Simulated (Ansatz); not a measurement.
## Al(100) film, 1 layer, flat: channels in plane against thickness

Aim: the ballistic channels of flat films against thickness, first Al(100) film, 1 layer, flat.

Method: Ansatz plane-wave DFT, PBE, PAW files; ballistic transport by layer matching (Landauer), zero bias; PAW set soft_1, in Ansatz 0.2.0.

### Step 1. The starting structure

The cell holds 1 atom: 1 Al. Cell: a = 11.000 Å, b = 2.862 Å, c = 2.862 Å, α = 90.0°, β = 90.0°, γ = 90.0°. It derives from Al. Vacuum lies along a. The structure's axis is c.

### Step 2. With 1 layer

Vacuum lies along the first vector, which takes one k-point, and the current runs in the film's plane. One period is a perfect wire, so its channels are the result. Energies from -0.27 to 0.27 eV in steps of 0.036 eV cover the slope of the Fermi function at 300 K, so the program can form a conductance.

The input, input.yaml:

```yaml
crystal:
  lattice:
    - [11.0, 0.0, 0.0]
    - [0.0, 2.862347037, 0.0]
    - [0.0, 0.0, 2.862347037]
  atoms:
    - { symbol: Al, position: [0.4090909091, 0.0, 0.0] }
kpoints:
  mp_grid: { grid: [1, 14, 14] }
hamiltonian:
  xc: pbe
  pseudopotentials: { kind: paw, azcp: { folder: soft_1 } }
scf:
  occupations: { method: fermi_dirac, width: 0.1 }
output:
  transmission:
    leads: [[0, 0]]
    kmesh: [1, 32]
    e_range: [-0.27, 0.27]
    de: 0.036
```

Run with:

```bash
ansatz run input.yaml --threads 4 --pin off --max-ram 15360MiB --backend cpu --events-out ev --progress --plain --runs-dir out
```

Numbers of over 12 decimals in the logs are rounded to 6 here.

What it wrote:

```text
Engine: ansatz 0.2.0, aarch64-unknown-linux-gnu
Pseudopotentials: kind: paw
Pseudopotential: Al, paw, valence charge 3, recommended cutoff 420 eV (normal), soft_1/Al.paw.azcp
Functional definition: PBE
  parameter kappa = 0.804
  parameter beta = 0.066725
  exchange = pbe_x(kappa = kappa, mu = beta*pi^2/3)
  correlation = pbe_c(beta = beta)
Crystal: 1 atoms, lattice volume = 90.123 Å³
Basis set: ecut = 420 eV, 1769 PW (Γ)
Bands: 6, of which v1, the nominal top of the filled ones, is band 2 counted from 1 (1 counted from 0)
Symmetry: 16 space group operations
Space group: P4/mmm (ITA 123), of the structure as read, at distance tolerance 4.5e-5 Å
k-points: 36 of 196
Non-local potential: Al, projectors of the file, l = 0: 2, l = 1: 2, l = 2: 1
PAW form: soft (Blöchl's): semilocal exchange-correlation on the pseudo side does not see the compensation charge
PAW one-centre angular grid: Al, 110 points (default); XC on 64 Gauss nodes
Initial density: superposition of atomic densities (neutral atoms: chi_scale 0, normalization atom)
Initial wavefunctions: pseudopotential atomic-orbital guess
Functional: x = pbe(κ = 0.804, μ = 0.219515), c = pbe(β = 0.066725)
SCF iter   1: F=—  HF=-536.489374 eV  |F-HF|=—  |Δ(HF+E_count)|=         —  Δρ=1.10e-2  dr2=2.51e-1  ethr=3.10e-3  ⟨swp⟩=7.0  Hψ=2393  notcnv=0
preconditioner: auto → LDOS  [metal: Δε(μ)=0.188 eV  Ē_g=8.103 eV  σ=0.100 eV  W_gap=0.37  n_scr=4 (ndim 8)  ℏωp=6.8 eV  f_vac=0.444  D(μ)=0.94/eV (n_scr^D=4)  β→1.0]
SCF iter   2: F=—  HF=-536.401194 eV  |F-HF|=—  |Δ(HF+E_count)|=   8.82e-2  Δρ=3.52e-3  dr2=1.18e-2  ethr=3.10e-3  ⟨swp⟩=2.3  Hψ=666  notcnv=0
SCF iter   3: F=—  HF=-536.411704 eV  |F-HF|=—  |Δ(HF+E_count)|=   1.05e-2  Δρ=5.87e-4  dr2=7.38e-4  ethr=3.94e-4  ⟨swp⟩=2.9  Hψ=430  notcnv=0
SCF iter   4: F=—  HF=-536.411929 eV  |F-HF|=—  |Δ(HF+E_count)|=   2.25e-4  Δρ=1.07e-4  dr2=1.03e-5  ethr=2.46e-5  ⟨swp⟩=2.0  Hψ=281  notcnv=0
SCF iter   5: F=—  HF=-536.411941 eV  |F-HF|=—  |Δ(HF+E_count)|=   1.20e-5  Δρ=8.55e-6  dr2=9.56e-8  ethr=3.33e-9  ⟨swp⟩=3.1  Hψ=1392  notcnv=0
SCF iter   6: F=-536.411941 eV  HF=-536.411941 eV  |F-HF|=4.17e-9  |Δ(HF+E_count)|=   4.49e-8  Δρ=2.11e-6  dr2=4.24e-9  ethr=3.19e-9  ⟨swp⟩=1.3  Hψ=760  notcnv=0
SCF 1 converged in 6 iterations: F = -536.411941 eV  dr2 = 4.24e-9
  greatest PAW one-centre occupation: 0.507 electrons in one spin orbital (limit 2), on the Al atom at site 0 (counted from 0), in its partial waves of l = 0
transmission: 8 of 68 steps passed
transmission: 16 of 68 steps passed
[...]
transmission: 68 of 68 steps passed
SCF converged after 6 iterations
Free energy (F): -536.411941 eV
Harris-Foulkes:  -536.411941 eV  (|F-HF|=4.17e-9)
Internal energy: -536.383654 eV  (E = F + TS)
E sigma→0 (E₀):  -536.397798 eV
Entropy (-TS):   -0.028286 eV (-28.286 meV/atom)
Fermi energy:    -1.819910 eV
--- Per-component energies (eV) ---
  E_band       = -14.933571
  E_kinetic    = 17.753960
  E_local      = -112.215688  (includes V_loc(G=0)·N_el)
  E_nonlocal   = 10.389028
  E_hartree    = 48.864960
  E_xc         = -34.761605
  E_vxc        = -25.213107  (∫ρ·V_xc dr)
  E_paw        = -469.224057  (= ΣΔE_a)
  E_vpaw       = -3.377580  (= ΣTr[D̂ρ^β])
  E_aug_tail   = -0.000002  (compensation charges beyond the density's cutoff)
  E_ewald      = 2.809750
  E_smearing   = -0.028286  (= −TS)
  E_closure    = -0.000000  (closes the sum)
  Σ components = -536.411941   (vs F -536.411941, Δ=0.00e0)
--- Band table (eV; the first three rows and the last of 36) ---
  k-point 0: bands = ["-8.9989", "-2.9701", "1.1169", "3.2150", "3.5630", "6.6705"]
  k-point 1: bands = ["-8.9078", "-2.8830", "1.2089", "3.3060", "3.6467", "5.2767"]
  k-point 2: bands = ["-8.6354", "-2.6222", "1.4812", "3.3520", "3.5783", "4.0064"]
  k-point 35: bands = ["-1.1018", "-1.1018", "-0.2452", "1.7950", "3.7805", "5.8878"]
--- Transmission ---
  basis      : 273 plane waves across, 4 finite elements along
  points     : 17, standing for a mesh of 1 x 32
  filling    : by the input's occupations and mesh, since the crystals that have channels conduct as metals do. If one of these is a semiconductor, that mesh has misplaced its level
  energies   : 16 from -0.270000 to 0.270000 eV about the Fermi level, 0.036000 eV apart; the leads are filled to 0.000000 eV, and channels, transmission and decay are at 0.018000 eV
  crystal 0  : Al1, at the sites [0, 0], period 2.8623 Å: whole cells are its period
    offset         : up to 0.0000 Å between an atom of the period and one for which it stands
    filled         : 39.7 meV over the level at which it is neutral
    channels       : 1.750000e0 a spin
    conductance    : 4.2927e14 S/m² at 300 K; may be off by some 0.0 % by where its bands' edges are placed, 15.0 % from the k-mesh, 0.2 % from the distance to neutral
```

It took 56 s on 4 threads of Arm Neoverse V1, shared host; peak memory 0.66 GiB.

Numbers from this step:

```
free energy                                : -536.4119 eV
energy at zero smearing                    : -536.3978 eV
Fermi energy                               : -1.820 eV
cell area                                  : 31.49 Å²
estimated errors of the lead's conductance : 0, 15, 0.2 % (band edges, k-mesh, distance from neutral)
lead conductance per cell                  : 1.744 G₀
```

Per spin. The open channels, zone mean, lead by energy, zero at the Fermi level:

```
energy (eV)  open channels, zone mean, lead
     -0.270                            1.62
     -0.234                            1.62
     -0.198                            1.62
     -0.162                            1.69
     -0.126                            1.69
     -0.090                            1.75
     -0.054                            1.75
     -0.018                            1.75
      0.018                            1.75
      0.054                            1.75
      0.090                            1.69
      0.126                            1.69
      0.162                            1.75
      0.198                            1.81
      0.234                            1.81
      0.270                            1.81
```

The program's largest error estimate for it is 15 %, from the k-mesh.

### Step 3. With 2 layers, thickness 4.048 A

The film grows to 2 layers.

System of this step: Al(100) film, 2 layers, flat. The cell holds 2 atoms: 2 Al. Its edges and angles: a = 13.024 Å, b = 2.862 Å, c = 2.862 Å, α = 90.0°, β = 90.0°, γ = 90.0°. It derives from Al. Vacuum lies along a. The structure's axis is c.

input.yaml, the sections that differ from step 2:

```yaml
crystal:
  lattice:
    - [13.023985, 0.0, 0.0]
    - [0.0, 2.862347037, 0.0]
    - [0.0, 0.0, 2.862347037]
  atoms:
    - { symbol: Al, position: [0.3455163685, 0.0, 0.0] }
    - { symbol: Al, position: [0.5009208011, 0.5, 0.5] }
# kpoints, hamiltonian, scf, output: as in step 2
```

What it wrote:

```text
[...]
Crystal: 2 atoms, lattice volume = 106.706 Å³
Basis set: ecut = 420 eV, 2095 PW (Γ)
Bands: 7, of which v1, the nominal top of the filled ones, is band 3 counted from 1 (2 counted from 0)
Symmetry: 16 space group operations
[...]
k-points: 36 of 196
[...]
Fermi energy:    -0.487658 eV
[...]
--- Band table (eV; the first three rows and the last of 36) ---
[...]
--- Transmission ---
  basis      : 319 plane waves across, 4 finite elements along
  points     : 17, standing for a mesh of 1 x 32
[...]
crystal 0  : Al2, at the sites [0, 0], period 2.8623 Å: whole cells are its period
[...]
filled         : 26.1 meV under the level at which it is neutral
    channels       : 2.468750e0 a spin
[...]
[key lines of the parts left out:]
SCF converged after 7 iterations
Free energy (F): -1073.981375 eV
```

It took 97 s on 4 threads; peak memory 0.87 GiB.

This step gave:

| Item | Value |
| --- | --- |
| free energy | -1073.9814 eV |
| energy at zero smearing | -1073.9595 eV |
| Fermi energy | -0.4877 eV |
| cell area | 37.28 Å² |
| estimated errors of the lead's conductance | 0, 18.1, 1.6 % (band edges, k-mesh, distance from neutral) |
| lead conductance per cell | 2.445 G₀ |

Per spin. Open channels, zone mean, lead against energy, zero at the Fermi level:

```
energy (eV)  open channels, zone mean, lead
     -0.270                            2.41
     -0.234                            2.41
     -0.198                            2.28
     -0.162                            2.28
     -0.126                            2.34
     -0.090                            2.41
     -0.054                            2.41
     -0.018                            2.41
      0.018                            2.47
      0.054                            2.59
      0.090                            2.59
      0.126                            2.59
      0.162                            2.78
      0.198                            2.78
      0.234                            2.72
      0.270                            2.72
```

The lead conductance per cell is 2.45 G₀, 40 % over the 1.74 G₀ of the last finished run.

### Step 4. With 3 layers, thickness 6.072 A

The film grows to 3 layers.

System of this step: Al(100) film, 3 layers, flat. The cell holds 3 atoms: 3 Al. Cell: a = 15.048 Å, b = 2.862 Å, c = 2.862 Å, α = 90.0°, β = 90.0°, γ = 90.0°. It derives from Al. Vacuum lies along a. The structure's axis is c.

input.yaml, the sections that differ from step 3:

```yaml
crystal:
  lattice:
    - [15.04797, 0.0, 0.0]
    - [0.0, 2.862347037, 0.0]
    - [0.0, 0.0, 2.862347037]
  atoms:
    - { symbol: Al, position: [0.2990436584, 0.0, 0.0] }
    - { symbol: Al, position: [0.4335458537, 0.5, 0.5] }
    - { symbol: Al, position: [0.568048049, 0.0, 0.0] }
# kpoints, hamiltonian, scf, output: as in step 3
```

What it wrote:

```text
[...]
Crystal: 3 atoms, lattice volume = 123.288 Å³
Basis set: ecut = 420 eV, 2399 PW (Γ)
Bands: 9, of which v1, the nominal top of the filled ones, is band 5 counted from 1 (4 counted from 0)
Symmetry: 16 space group operations
[...]
k-points: 36 of 196
[...]
Fermi energy:    0.606393 eV
[...]
--- Band table (eV; the first three rows and the last of 36) ---
[...]
--- Transmission ---
  basis      : 371 plane waves across, 4 finite elements along
  points     : 17, standing for a mesh of 1 x 32
[...]
crystal 0  : Al3, at the sites [0, 0], period 2.8623 Å: whole cells are its period
[...]
filled         : 17.4 meV over the level at which it is neutral
    channels       : 2.937500e0 a spin
[...]
[key lines of the parts left out:]
SCF converged after 7 iterations
Free energy (F): -1611.555705 eV
```

Wall time 2.9 min (4 threads); peak memory 1.1 GiB.

This step gave:

```yaml
free_energy: -1611.5557 eV
energy_at_zero_smearing: -1611.5351 eV
fermi_energy: 0.6064 eV
cell_area: 43.07 Å²
estimated_errors_of_the_lead_s_conductance: 0, 10.3, 0.9 % (band edges, k-mesh, distance from neutral)
lead_conductance_per_cell: 2.978 G₀
```

Per spin. Table of open channels, zone mean, lead by energy, zero at the Fermi level:

```
energy (eV)  open channels, zone mean, lead
     -0.270                            3.56
     -0.234                            3.69
     -0.198                            3.56
     -0.162                            3.44
     -0.126                            3.25
     -0.090                            3.25
     -0.054                            3.06
     -0.018                            2.94
      0.018                            2.94
      0.054                               3
      0.090                            2.81
      0.126                            2.94
      0.162                            2.94
      0.198                            2.75
      0.234                            2.62
      0.270                            2.94
```

The lead conductance per cell is 2.98 G₀, 22 % over the 2.45 G₀ of the last finished run, no more than the error estimates, leads' steps apart, of 18 and 10 % together.

### Step 5. With 4 layers, thickness 8.096 A

The film grows to 4 layers.

System of this step: Al(100) film, 4 layers, flat. The cell holds 4 atoms: 4 Al. Its edges and angles: a = 17.072 Å, b = 2.862 Å, c = 2.862 Å, α = 90.0°, β = 90.0°, γ = 90.0°. It derives from Al. Vacuum lies along a. The structure's axis is c.

input.yaml, the sections that differ from step 4:

```yaml
crystal:
  lattice:
    - [17.071955, 0.0, 0.0]
    - [0.0, 2.862347037, 0.0]
    - [0.0, 0.0, 2.862347037]
  atoms:
    - { symbol: Al, position: [0.2635901981, 0.0, 0.0] }
    - { symbol: Al, position: [0.382146333, 0.5, 0.5] }
    - { symbol: Al, position: [0.5007024679, 0.0, 0.0] }
    - { symbol: Al, position: [0.6192586028, 0.5, 0.5] }
# kpoints, hamiltonian, scf, output: as in step 4
```

What it wrote:

```text
[...]
Crystal: 4 atoms, lattice volume = 139.871 Å³
Basis set: ecut = 420 eV, 2749 PW (Γ)
Bands: 10, of which v1, the nominal top of the filled ones, is band 6 counted from 1 (5 counted from 0)
Symmetry: 16 space group operations
[...]
k-points: 36 of 196
[...]
k-point 35: bands = [... 2 lower, 0.3397, 0.3397, 0.3868, 0.3868, 1.8236, 1.8236, 2.3483, 2.3483, ... 4 higher]
--- Transmission ---
  basis      : 421 plane waves across, 4 finite elements along
  points     : 17, standing for a mesh of 1 x 32
[...]
crystal 0  : Al4, at the sites [0, 0], period 2.8623 Å: whole cells are its period
[...]
filled         : 45.3 meV over the level at which it is neutral
    channels       : 4.531250e0 a spin
[...]
[key lines of the parts left out:]
SCF converged after 7 iterations
Free energy (F): -2149.033746 eV
Fermi energy:    1.579550 eV
```

Wall time 4.9 min (4 threads); peak memory 1.4 GiB; 19 min of CPU time.

This step gave:

- free energy: -2149.0337 eV
- energy at zero smearing: -2148.9978 eV
- Fermi energy: 1.580 eV
- cell area: 48.87 Å²
- estimated errors of the lead's conductance: 0, 16.2, 3.2 % (band edges, k-mesh, distance from neutral)
- lead conductance per cell: 4.375 G₀

Per spin. Table of open channels, zone mean, lead by energy, zero at the Fermi level:

```
energy (eV)  open channels, zone mean, lead
     -0.270                            4.22
     -0.234                            4.34
     -0.198                            4.34
     -0.162                            4.22
     -0.126                            4.09
     -0.090                            4.03
     -0.054                            4.28
     -0.018                            4.03
      0.018                            4.53
      0.054                            4.66
      0.090                            4.41
      0.126                            4.66
      0.162                            4.66
      0.198                            4.53
      0.234                            4.41
      0.270                            4.34
```

The lead conductance per cell is 4.37 G₀, 47 % over the 2.98 G₀ of the last finished run.

### Step 6. With 5 layers, thickness 10.12 A

The film grows to 5 layers.

System of this step: Al(100) film, 5 layers, flat. The cell holds 5 atoms: 5 Al. Its edges and angles: a = 19.096 Å, b = 2.862 Å, c = 2.862 Å, α = 90.0°, β = 90.0°, γ = 90.0°. It derives from Al. Vacuum lies along a. The structure's axis is c.

input.yaml, the sections that differ from step 5:

```yaml
crystal:
  lattice:
    - [19.09594, 0.0, 0.0]
    - [0.0, 2.862347037, 0.0]
    - [0.0, 0.0, 2.862347037]
  atoms:
    - { symbol: Al, position: [0.2356521858, 0.0, 0.0] }
    - { symbol: Al, position: [0.3416425167, 0.5, 0.5] }
    - { symbol: Al, position: [0.4476328476, 0.0, 0.0] }
    - { symbol: Al, position: [0.5536231785, 0.5, 0.5] }
    - { symbol: Al, position: [0.6596135095, 0.0, 0.0] }
# kpoints, hamiltonian, scf, output: as in step 5
```

What it wrote:

```text
[...]
Crystal: 5 atoms, lattice volume = 156.454 Å³
Basis set: ecut = 420 eV, 3051 PW (Γ)
Bands: 13, of which v1, the nominal top of the filled ones, is band 8 counted from 1 (7 counted from 0)
Symmetry: 16 space group operations
[...]
k-points: 36 of 196
[...]
k-point 35: bands = [... 4 lower, 0.8897, 0.9785, 1.6451, 1.8488, 1.8488, 2.1062, 3.1830, 3.5208, ... 1 higher]
--- Transmission ---
  basis      : 471 plane waves across, 4 finite elements along
  points     : 17, standing for a mesh of 1 x 32
[...]
crystal 0  : Al5, at the sites [0, 0], period 2.8623 Å: whole cells are its period
[...]
filled         : 7.7 meV over the level at which it is neutral
    channels       : 5.500000e0 a spin
[...]
[key lines of the parts left out:]
SCF converged after 7 iterations
Free energy (F): -2686.591496 eV
Fermi energy:    2.201208 eV
```

The job ended after 7.2 min (4 threads; peak memory 1.7 GiB).

This step gave:

```yaml
free_energy: -2686.5915 eV
energy_at_zero_smearing: -2686.5540 eV
fermi_energy: 2.201 eV
cell_area: 54.66 Å²
estimated_errors_of_the_lead_s_conductance: 0, 5.3, 0.6 % (band edges, k-mesh, distance from neutral)
lead_conductance_per_cell: 5.503 G₀
```

Per spin. Table of open channels, zone mean, lead by energy, zero at the Fermi level:

```
energy (eV)  open channels, zone mean, lead
     -0.270                            5.41
     -0.234                            5.59
     -0.198                            5.22
     -0.162                            5.41
     -0.126                            5.59
     -0.090                            5.81
     -0.054                            5.31
     -0.018                            5.19
      0.018                             5.5
      0.054                               6
      0.090                            6.06
      0.126                            5.94
      0.162                            5.56
      0.198                            5.12
      0.234                            5.19
      0.270                            5.06
```

The lead conductance per cell is 5.50 G₀, 26 % over the 4.37 G₀ of the last finished run.

### Step 7. Cost and result by level

Times are for 4 threads of Arm Neoverse V1, shared host. The series side by side:

```
no.  layers  lead conductance per cell (G₀)     time  memory (GiB)
  1       1                           1.744     56 s          0.66
  2       2                           2.445     97 s          0.87
  3       3                           2.978  2.9 min           1.1
  4       4                           4.375  4.9 min           1.4
  5       5                           5.503  7.2 min           1.7
```

The runs together. Open channels, zone mean against energy, zero at the Fermi level:

```
energy (eV)     1     2     3     4     5
     -0.270  1.62  2.41  3.56  4.22  5.41
     -0.234  1.62  2.41  3.69  4.34  5.59
     -0.198  1.62  2.28  3.56  4.34  5.22
     -0.162  1.69  2.28  3.44  4.22  5.41
     -0.126  1.69  2.34  3.25  4.09  5.59
     -0.090  1.75  2.41  3.25  4.03  5.81
     -0.054  1.75  2.41  3.06  4.28  5.31
     -0.018  1.75  2.41  2.94  4.03  5.19
      0.018  1.75  2.47  2.94  4.53   5.5
      0.054  1.75  2.59     3  4.66     6
      0.090  1.69  2.59  2.81  4.41  6.06
      0.126  1.69  2.59  2.94  4.66  5.94
      0.162  1.75  2.78  2.94  4.66  5.56
      0.198  1.81  2.78  2.75  4.53  5.12
      0.234  1.81  2.72  2.62  4.41  5.19
      0.270  1.81  2.72  2.94  4.34  5.06
```

### Step 8. Summary of results

| Item | Value |
| --- | --- |
| conductance per cell, 1 layer | 1.74 G₀ |
| conductance per cell, 2 layers | 2.45 G₀ |
| conductance per cell, 3 layers | 2.98 G₀ |
| conductance per cell, 4 layers | 4.37 G₀ |
| conductance per cell, 5 layers | 5.50 G₀ |

In words: The conductance per cell width goes from 1.74 G0 at 1 to 5.50 G0 at 5 layers. Over the film's own cross-section (layers × spacing × width) the conductance runs from 2.3 to 1.5×10¹⁵ S/m²; that nominal section leaves out the charge that spills into the vacuum, which flatters the thinnest films. The gains from one thickness to the next are 0.70, 0.53, 1.4 and 1.1 G0 per added layer; their spread isn't beyond the error estimates. The film repeats perfectly along the current, so nothing scatters; its faces are clean and not relaxed. The program's error estimates for the conductances, leads' steps apart, run from 5.3 to 18 %.

[Logs are printed without paths, hosts, clocks, repeated set-up lines and the standing remarks that a program may print on its own settings, such as how far it seeks lower states.]

[Hosts, paths, dates, database ids (printed as entryN), source tags and the programs' standing remarks are cut or masked in the printed files.]
